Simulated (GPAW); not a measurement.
**Collinear magnetic orders of Cr (Chromium) with GPAW**

Wanted: the moments of Cr (Chromium) and the energy of each order that was tried.

Calculated with GPAW 26.7.0; PBE; plane waves with GPAW's PAW setups, scalar-relativistic.

## Step 1: The structure

Symmetry: Im-3m, No. 229, cubic system. Conventional cell: a = 2.884 Å, b = 2.884 Å, c = 2.884 Å, α = 90.00°, β = 90.00°, γ = 90.00°. Nearest to Cr lie 8 Cr at 2.50 Å.

Structure file:

```
Cr
1.0
    -1.44195    1.44195    1.44195
     1.44195   -1.44195    1.44195
     1.44195    1.44195   -1.44195
Cr
1
Direct
  0.00000 0.00000 0.00000
```

## Step 2: Start 1: ferro +

Parallel moments need no larger cell; this start tests for a ferromagnetic state only.

order1.py

```python
import json
import numpy as np
from ase import Atoms
from ase.parallel import paropen, parprint
from gpaw import GPAW

atoms = Atoms(['Cr'],
    cell=[[-1.44195, 1.44195, 1.44195],
         [1.44195, -1.44195, 1.44195],
         [1.44195, 1.44195, -1.44195]],
    scaled_positions=[[0.0, 0.0, 0.0]],
    pbc=True,
    magmoms=[2.5])
atoms.calc = GPAW(mode={'name': 'pw', 'ecut': 550},
    xc='PBE',
    kpts={'size': (16, 16, 16), 'gamma': True},
    occupations={'name': 'fermi-dirac', 'width': 0.05},
    convergence={'density': 1e-05, 'energy': 1e-05},
    maxiter=200,
    txt='order1.txt')
e = atoms.get_potential_energy(force_consistent=True)
res = {'free_energy': e, 'energy_sigma0': atoms.get_potential_energy(), 'fermi_energy': atoms.calc.get_fermi_level()}
res['moments'] = atoms.get_magnetic_moments().tolist()
res['total'] = atoms.get_magnetic_moment()
parprint('site moments (muB):', np.round(res['moments'], 3))
parprint(f"total moment: {res['total']:.3f} muB")
parprint(f'free energy: {e:.6f} eV')
atoms.calc.write('order1.gpw')
with paropen('results.json', 'w') as f:
    json.dump(res, f)
```

Launch:

```
OMP_NUM_THREADS=1 mpirun -n 2 gpaw python order1.py > order1.log
```

What it wrote:

```text
site moments (muB): [0.]
total moment: -0.000 muB
free energy: -9.371862 eV

--- order1.txt ---
Input parameters:
  mode=PW(ecut=550),
  convergence={'density': 1e-05, 'energy': 1e-05},
  kpts=MonkhorstPack(size=(16, 16, 16), gamma=True),
  maxiter=200,
  occupations=Occupations(name='fermi-dirac', width=0.05),
  xc=XC(name='PBE')

Diagonalizing LCAO Hamiltonian
Converting LCAO to pw mode

       Cr

Atoms  # Å, Bohr magnetons
|   | symbol |        x |        y |        z |    initial magnetic moments |
|---|--------|----------|----------|----------|-----------------------------|
| 0 |     Cr | 0.000000 | 0.000000 | 0.000000 | ( 0.0000,  0.0000,  2.5000) |

Unit cell  # Å
| periodic |         x |         y |         z |  lengths |     angles |
|----------|-----------|-----------|-----------|----------|------------|
|      yes | -1.441950 |  1.441950 |  1.441950 | 2.497531 | 109.471221 |
|      yes |  1.441950 | -1.441950 |  1.441950 | 2.497531 | 109.471221 |
|      yes |  1.441950 |  1.441950 | -1.441950 | 2.497531 | 109.471221 |

Number of symmetries: 48

BZ-sampling:
  Number of BZ points: 4096
  Number of IBZ points: 145

  Monkhorst-Pack size: [16, 16, 16]
  Monkhorst-Pack shift: [0.03125, 0.03125, 0.03125]

K-points  # in reciprocal-cell coordinates
|     |                                coordinates |     weight |
|-----|--------------------------------------------|------------|
|   0 | (  0.00000000,   0.00000000,   0.00000000) | 0.00024414 |
|   1 | (  0.06250000,   0.00000000,   0.00000000) | 0.00292969 |
|   2 | (  0.06250000,   0.06250000,  -0.06250000) | 0.00146484 |
|   3 | (  0.12500000,   0.00000000,  -0.06250000) | 0.00585938 |
|   4 | (  0.12500000,   0.00000000,   0.00000000) | 0.00292969 |
|   5 | (  0.12500000,   0.06250000,  -0.06250000) | 0.00585938 |
|   6 | (  0.12500000,   0.12500000,  -0.12500000) | 0.00146484 |
|   7 | (  0.18750000,  -0.06250000,  -0.06250000) | 0.00195312 |
|   8 | (  0.18750000,   0.00000000,  -0.06250000) | 0.01171875 |
|   9 | (  0.18750000,   0.00000000,   0.00000000) | 0.00292969 |
| ... |                                            |            |
| 144 | (  0.50000000,   0.50000000,   0.50000000) | 0.00024414 |

Plane wave coefficients: 370
Cutoff: 550.0 eV

Spin-components: 2 (collinear spins)
Bands:           9
Projectors:      6
Spin-degeneracy: 1
Datatype:        complex128

Parallelization:
  kpt:    2
  domain: 1
  band:   1

Density:
  Valence electrons: 6.0
  Components: 2
  Grid points: [14 14 14]
  Charge: 0.0  # |e|

Potential:
  Grid points: [14 14 14]

species:
  Cr:
    name:    Chromium
    Z:       24.0
    valence: 6
    core:    18
    charge:  0.0  # [|e|]
    compensation charges:
      type: gauss
      rc: 0.35  # [Å]
      lmax: 2
    cutoffs:
      filter: 2.14  # [Å]
      core: 3.04  # [Å]
    projectors
    | kind |    occ | energy [eV] | rcut [Å] |
    |------|--------|-------------|----------|
    |   4s |  1.000 |      -4.007 |    1.164 |
    |   4p |  0.000 |      -0.989 |    1.217 |
    |   3d |  5.000 |      -2.913 |    1.111 |
    |    s |        |      23.205 |    1.164 |
    |    p |        |      26.223 |    1.217 |
    |    d |        |      24.299 |    1.111 |

    Using partial waves for Cr as LCAO basis

Reference energy: -28582.377450  # eV

eigensolver:
  PPCG
  Converge bands: occupied
  niter=2

density mixing:
  MSR1-Mixer
  Pratt-step length: 0.05
  Maximum mixing coefficient: 0.75
  Old densities: 10
  SVD Regularization: 0.005
  Good broyden scale: 1.0
  Trust region scale: 1.0
  Backstep threshold: 4.0
  History deletion threshold: 6.0
  Fourier metric: weight=20.0, sigma=0.015

occupation numbers:
  Fermi-Dirac:
    width: 0.0500  # eV

poisson solver:
  ecut: 4400.0  # eV

xc functional:
  name: PBE with 2 nearest neighbor stencil

convergence criteria:
- Maximum integral of absolute [dens]ity change: 1e-05 electrons / valence electron
- Maximum [total energy] change in last 3 cyles: 1e-05 eV / valence electron
- Maximum integral of absolute [eigenst]ate change: 4e-08 eV^2 / valence electron
maximum number of iterations: 200

SCF iterations
|iter     |      energy | eigst |  dens |  magmom |
|---------|-------------|-------|-------|---------|
|iter:   1|   -8.712676 | -0.01 |       |  +2.4961|
|iter:   2|   -8.734821 | -1.99 | -0.42 |  +2.4097|
|iter:   3|   -9.269397 | -1.42 | -0.44 |  +0.9110|
|iter:   4|   -9.364173 | -1.80 | -0.86 |  -0.0963|
|iter:   5|   -9.368620 | -2.97 | -1.66 |  +0.0126|
|iter:   6|   -9.368767 | -3.57 | -2.16 |  -0.0163|
|iter:   7|   -9.368901 | -4.26 | -2.41 |  -0.0031|
|iter:   8|   -9.368916 | -5.01 | -3.07 |  -0.0007|
|iter:   9|   -9.368916c| -6.19 | -3.75 |  +0.0000|
|iter:  10|   -9.368916c| -6.89 | -4.54 |  +0.0000|
|iter:  11|   -9.368916c| -7.40c| -4.95 |  -0.0000|
|iter:  12|   -9.368916c| -7.84c| -5.92c|  -0.0000|

Converged in 12 steps
Energy contributions relative to reference atoms: (reference = -28582.377450)

Energy contributions:
  Kinetic:         -19.124641
  Coulomb:          12.467053
  Zero:              0.202260
  External:          0.000000
  Xc:               -2.910643
  Entropy:          -0.005892
  Spinorbit:         0.000000
  ----------------------------
  Free energy:      -9.371862
  Extrapolated:     -9.368916

dipole moment: (-3.568252, -3.568252, -3.568252)  # |e|*Ang

Total magnetic moment: (0.000000, 0.000000, -0.000000)

Local magnetic moments
|        x |        y |        z |
|----------|----------|----------|
| 0.000000 | 0.000000 | 0.000004 |  # Cr   0

Fermi level: 10.691
Eigenvalues  # (at kpt = [0.000, 0.000, 0.000])
| band index |      eig [eV] | occ [0-1] |      eig [eV] | occ [0-1] |
|------------|---------------|-----------|---------------|-----------|
|          0 |         3.085 |     1.000 |         3.085 |     1.000 |
|          1 |         9.862 |     1.000 |         9.862 |     1.000 |
|          2 |         9.862 |     1.000 |         9.862 |     1.000 |
|          3 |         9.862 |     1.000 |         9.862 |     1.000 |
|          4 |        11.772 |     0.000 |        11.772 |     0.000 |
|          5 |        11.772 |     0.000 |        11.772 |     0.000 |
|          6 |        20.737 |     0.000 |        20.737 |     0.000 |
|          7 |        20.737 |     0.000 |        20.737 |     0.000 |
|          8 |        20.737 |     0.000 |        20.737 |     0.000 |

No gap
No difference between direct/indirect transitions
```

The job ended after 25 s (2 MPI ranks of Intel Xeon Platinum 8259CL at 2.50GHz (Skylake/Cascade Lake), shared host; peak memory 0.33 GiB).

This step gave:

```
final state : non-magnetic
```

After 12 cycles the seed has died away: no moment is left.

## Step 3: Order 2, typed as antiferro q=(1/2,1/2,1/2) +-

An opposed order shows whether the pairs that it reverses prefer unlike signs.

The cell is doubled to 2 atoms to hold this order. Its mesh is chosen so that both cells sample the same points.

order2.py

```python
import json
import numpy as np
from ase import Atoms
from ase.parallel import paropen, parprint
from gpaw import GPAW

atoms = Atoms(['Cr', 'Cr'],
    cell=[[-2.8839, 2.8839, 2.8839],
         [0.0, 0.0, 2.8839],
         [0.0, 2.8839, 0.0]],
    scaled_positions=[[0.0, 0.0, 0.0],
         [0.5, 0.0, 0.0]],
    pbc=True,
    magmoms=[2.5, -2.5])
atoms.calc = GPAW(mode={'name': 'pw', 'ecut': 550},
    xc='PBE',
    kpts={'size': (8, 16, 16), 'gamma': True},
    occupations={'name': 'fermi-dirac', 'width': 0.05},
    convergence={'density': 1e-05, 'energy': 1e-05},
    maxiter=200,
    txt='order2.txt')
e = atoms.get_potential_energy(force_consistent=True)
res = {'free_energy': e, 'energy_sigma0': atoms.get_potential_energy(), 'fermi_energy': atoms.calc.get_fermi_level()}
res['moments'] = atoms.get_magnetic_moments().tolist()
res['total'] = atoms.get_magnetic_moment()
parprint('site moments (muB):', np.round(res['moments'], 3))
parprint(f"total moment: {res['total']:.3f} muB")
parprint(f'free energy: {e:.6f} eV')
atoms.calc.write('order2.gpw')
with paropen('results.json', 'w') as f:
    json.dump(res, f)
```

Launch:

```
OMP_NUM_THREADS=1 mpirun -n 2 gpaw python order2.py > order2.log
```

What it wrote:

```text
UserWarning: Initial realspace grid (28,16,16) inconsistent with symmetries.
UserWarning: Initial realspace grid (28,16,16) inconsistent with symmetries.
UserWarning: Using symmetrized grid: (28,28,28).

UserWarning: Using symmetrized grid: (28,28,28).

site moments (muB): [ 1.315 -1.315]
total moment: 0.000 muB
free energy: -18.812351 eV

--- order2.txt ---
Input parameters:
  mode=PW(ecut=550),
  convergence={'density': 1e-05, 'energy': 1e-05},
  kpts=MonkhorstPack(size=(8, 16, 16), gamma=True),
  maxiter=200,
  occupations=Occupations(name='fermi-dirac', width=0.05),
  xc=XC(name='PBE')

Diagonalizing LCAO Hamiltonian
Converting LCAO to pw mode

        Cr

          Cr

Atoms  # Å, Bohr magnetons
|   | symbol |         x |        y |        z |    initial magnetic moments |
|---|--------|-----------|----------|----------|-----------------------------|
| 0 |     Cr |  0.000000 | 0.000000 | 0.000000 | ( 0.0000,  0.0000,  2.5000) |
| 1 |     Cr | -1.441950 | 1.441950 | 1.441950 | ( 0.0000,  0.0000, -2.5000) |

Unit cell  # Å
| periodic |         x |        y |        z |  lengths |    angles |
|----------|-----------|----------|----------|----------|-----------|
|      yes | -2.883900 | 2.883900 | 2.883900 | 4.995061 | 90.000000 |
|      yes |  0.000000 | 0.000000 | 2.883900 | 2.883900 | 54.735610 |
|      yes |  0.000000 | 2.883900 | 0.000000 | 2.883900 | 54.735610 |

Number of symmetries: 12

BZ-sampling:
  Number of BZ points: 2048
  Number of IBZ points: 213

  Monkhorst-Pack size: [8, 16, 16]
  Monkhorst-Pack shift: [0.0625, 0.03125, 0.03125]

Plane wave coefficients: 739
Cutoff: 550.0 eV

Spin-components: 2 (collinear spins)
Bands:           12
Projectors:      12
Spin-degeneracy: 1
Datatype:        complex128

Parallelization:
  kpt:    2
  domain: 1
  band:   1

Density:
  Valence electrons: 12.0
  Components: 2
  Grid points: [28 28 28]
  Charge: 0.0  # |e|

Potential:
  Grid points: [28 28 28]

[... setups left out ...]
Reference energy: -57164.754899  # eV

eigensolver:
  PPCG
  Converge bands: occupied
  niter=2

density mixing:
  MSR1-Mixer
  Pratt-step length: 0.05
  Maximum mixing coefficient: 0.75
  Old densities: 10
  SVD Regularization: 0.005
  Good broyden scale: 1.0
  Trust region scale: 1.0
  Backstep threshold: 4.0
  History deletion threshold: 6.0
  Fourier metric: weight=20.0, sigma=0.015

occupation numbers:
  Fermi-Dirac:
    width: 0.0500  # eV

poisson solver:
  ecut: 4400.0  # eV

xc functional:
  name: PBE with 2 nearest neighbor stencil

convergence criteria:
- Maximum integral of absolute [dens]ity change: 1e-05 electrons / valence electron
- Maximum [total energy] change in last 3 cyles: 1e-05 eV / valence electron
- Maximum integral of absolute [eigenst]ate change: 4e-08 eV^2 / valence electron
maximum number of iterations: 200

SCF iterations
|iter     |      energy | eigst |  dens |  magmom |
|---------|-------------|-------|-------|---------|
|iter:   1|  -19.085533 | +0.09 |       |  +0.0000|
|iter:   2|  -19.018923 | -1.76 | -0.88 |  -0.0000|
|iter:   3|  -18.799051 | -1.18 | -0.94 |  +0.0000|
|iter:   4|  -18.800752 | -2.04 | -1.55 |  +0.0000|
|iter:   5|  -18.807775 | -2.20 | -1.75 |  -0.0000|
|iter:   6|  -18.808539 | -3.02 | -2.22 |  +0.0000|
|iter:   7|  -18.809189 | -3.43 | -2.38 |  -0.0000|
|iter:   8|  -18.809528 | -4.06 | -2.64 |  +0.0000|
|iter:   9|  -18.809545 | -4.34 | -2.79 |  -0.0000|
|iter:  10|  -18.809547c| -4.97 | -3.44 |  +0.0000|
|iter:  11|  -18.809549c| -5.65 | -3.76 |  -0.0000|
|iter:  12|  -18.809550c| -6.14 | -3.76 |  +0.0000|
|iter:  13|  -18.809551c| -6.63 | -4.21 |  +0.0000|
|iter:  14|  -18.809552c| -7.08 | -4.53 |  +0.0000|
|iter:  15|  -18.809552c| -7.54c| -4.89 |  +0.0000|
|iter:  16|  -18.809552c| -7.72c| -5.45c|  +0.0000|

Converged in 16 steps
Energy contributions relative to reference atoms: (reference = -57164.754899)

Energy contributions:
  Kinetic:         -30.465245
  Coulomb:          18.760145
  Zero:              0.388471
  External:          0.000000
  Xc:               -7.490123
  Entropy:          -0.005598
  Spinorbit:         0.000000
  ----------------------------
  Free energy:     -18.812351
  Extrapolated:    -18.809552

dipole moment: (7.116544, -21.349664, -21.349664)  # |e|*Ang

Total magnetic moment: (0.000000, 0.000000, 0.000000)

Local magnetic moments
|        x |        y |         z |
|----------|----------|-----------|
| 0.000000 | 0.000000 |  1.314601 |  # Cr   0
| 0.000000 | 0.000000 | -1.314598 |  # Cr   1

Fermi level: 10.717
Eigenvalues  # (at kpt = [0.000, 0.000, 0.000])
| band index |      eig [eV] | occ [0-1] |      eig [eV] | occ [0-1] |
|------------|---------------|-----------|---------------|-----------|
|          0 |         3.096 |     1.000 |         3.096 |     1.000 |
|          1 |         6.743 |     1.000 |         6.743 |     1.000 |
|          2 |         6.743 |     1.000 |         6.743 |     1.000 |
|          3 |         9.855 |     1.000 |         9.855 |     1.000 |
|          4 |         9.855 |     1.000 |         9.855 |     1.000 |
|          5 |         9.855 |     1.000 |         9.855 |     1.000 |
|          6 |        11.966 |     0.000 |        11.966 |     0.000 |
|          7 |        11.966 |     0.000 |        11.966 |     0.000 |
|          8 |        13.335 |     0.000 |        13.335 |     0.000 |
|          9 |        13.335 |     0.000 |        13.335 |     0.000 |
|         10 |        13.335 |     0.000 |        13.335 |     0.000 |
|         11 |        27.521 |     0.000 |        27.521 |     0.000 |

No gap
No difference between direct/indirect transitions
```

Run time: 3.3 min. Hardware: 2 MPI ranks; peak memory 0.51 GiB.

Numbers from this step:

- magnetization: 0 μB
- final state: antiferromagnetic
- largest moment: 1.315 μB

It lies 34.3 meV a seeded atom under the first start, and its largest moment is 1.31 μB against 3.6e-6 μB.

(Part 1 of 2 ends here.)

[Logs and program files are shortened in this print: banners, set-up blocks, solver, clock and traceback lines can be left out without a mark of their own.]

[Logs are printed without paths, hosts, clocks, repeated set-up lines and the standing remarks that a program may print on its own settings, such as how far it seeks lower states.]

[Hosts, paths, dates, database ids (printed as entryN), source tags and the programs' standing remarks are cut or masked in the printed files.]

[Where a cell is said to come from a database of computed structures, the database is the Materials Project.]
